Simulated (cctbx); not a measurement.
## Lattice, Laue class and space group of a new crystal

Cell: a = 7.7970 Å, b = 13.3890 Å, c = 6.6830 Å, α = 90.00°, β = 90.00°, γ = 90.00°. Expected content of the cell: I12 Cr4 Na4.

The data are simulated with cctbx, not measured: Cu Kα, λ = 1.54184 Å, to d = 0.8 Å, 95 % of the full sphere, strongest reflection 5000 counts, noise from counting, a 2 % proportional error and a noise floor of 4 counts (s.d.); no absorption, some extinction.

Tests on the unmerged data give:

```text
5448 reflections to d = 0.800 A
centring   violations  <I/sigma> of those
    A       1296 of  2718      7.0
    B       1392 of  2695      7.1
    C        866 of  2717      4.1
    I       1411 of  2717      6.8
    R       1901 of  3653      7.2
    F       1777 of  4065      6.1
Laue class    unique    Rint  (classes that these axes allow; Friedel mates merged)
P -1             2857   0.038
P 1 2/m 1        1502   0.045
P 1 1 2/m        1562   0.044
P 2/m 1 1        1545   0.045
P m m m           874   0.048
space group    extra absences  I>4sigma  <I/sigma>
P 2 2 2                 0          0         -  acentric
P 2 2 21                7          0      -0.3  acentric
P 21 2 2               10          0       0.1  acentric
P 2 21 2               15          0      -0.1  acentric
P 21 21 2              25          0       0.0  acentric
P 2 21 21              22          0      -0.1  acentric
P 21 2 21              17          0      -0.0  acentric
P 21 21 21             32          0      -0.0  acentric
P m m 2                 0          0         -  acentric
P 2 m m                 0          0         -  acentric
P m 2 m                 0          0         -  acentric
P m c 21              117          0      -0.1  acentric
P b 21 m              209          0      -0.1  acentric
P b m 2               209          0      -0.1  acentric
P 2 c m               117          0      -0.1  acentric
P b c 21              326          0      -0.1  acentric
P b 2 n               439          0      -0.1  acentric
P 21 m n              245          0      -0.1  acentric
P m 21 n              245          0      -0.1  acentric
P 21 c n              362          0      -0.1  acentric
P m m m                 0          0         -  centric
P b m m               209          0      -0.1  centric
P m c m               117          0      -0.1  centric
P b m n               439          0      -0.1  centric
P b c m               326          0      -0.1  centric
P m m n :1            245          0      -0.1  centric
P m m n :2            245          0      -0.1  centric
P b c n               556          0      -0.1  centric
P m c n               362          0      -0.1  centric
Wilson B = 0.65 A^2   <|E^2-1|> = 1.042 (0.968 centric, 0.736 acentric)   E^2>4: 5.2 %
shell (A)         n   <I/sigma>
13.39 - 1.60    131     19.9
 1.60 - 1.27    108     15.7
 1.27 - 1.11    107     19.8
 1.11 - 1.01    117     16.3
 1.01 - 0.94     93     14.0
 0.94 - 0.88    110     16.7
 0.88 - 0.84    103     14.1
 0.84 - 0.80    105     13.3
```

**Question.** What are the lattice type, the Laue class and the likely space group?

Every centring test has many violations, so the lattice is primitive.

Rint stays low (0.038 to 0.048) up to P m m m, the highest class in these axes.

29 settings pass the absence test. The most absences obeyed, 556, belong to P b c n alone.

⟨|E²−1|⟩ = 1.042 leans to a centrosymmetric structure. The Wilson B of 0.65 Å² means U ≈ 0.0082 Å².

The true group is Pbcn (no. 60), Laue class mmm, centrosymmetric. The tables fix it.

This is a model crystal, built by substitution and not relaxed, with assumed displacement parameters.

[Logs are printed without paths, hosts, clocks, repeated set-up lines and the standing remarks that a program may print on its own settings, such as how far it seeks lower states.]
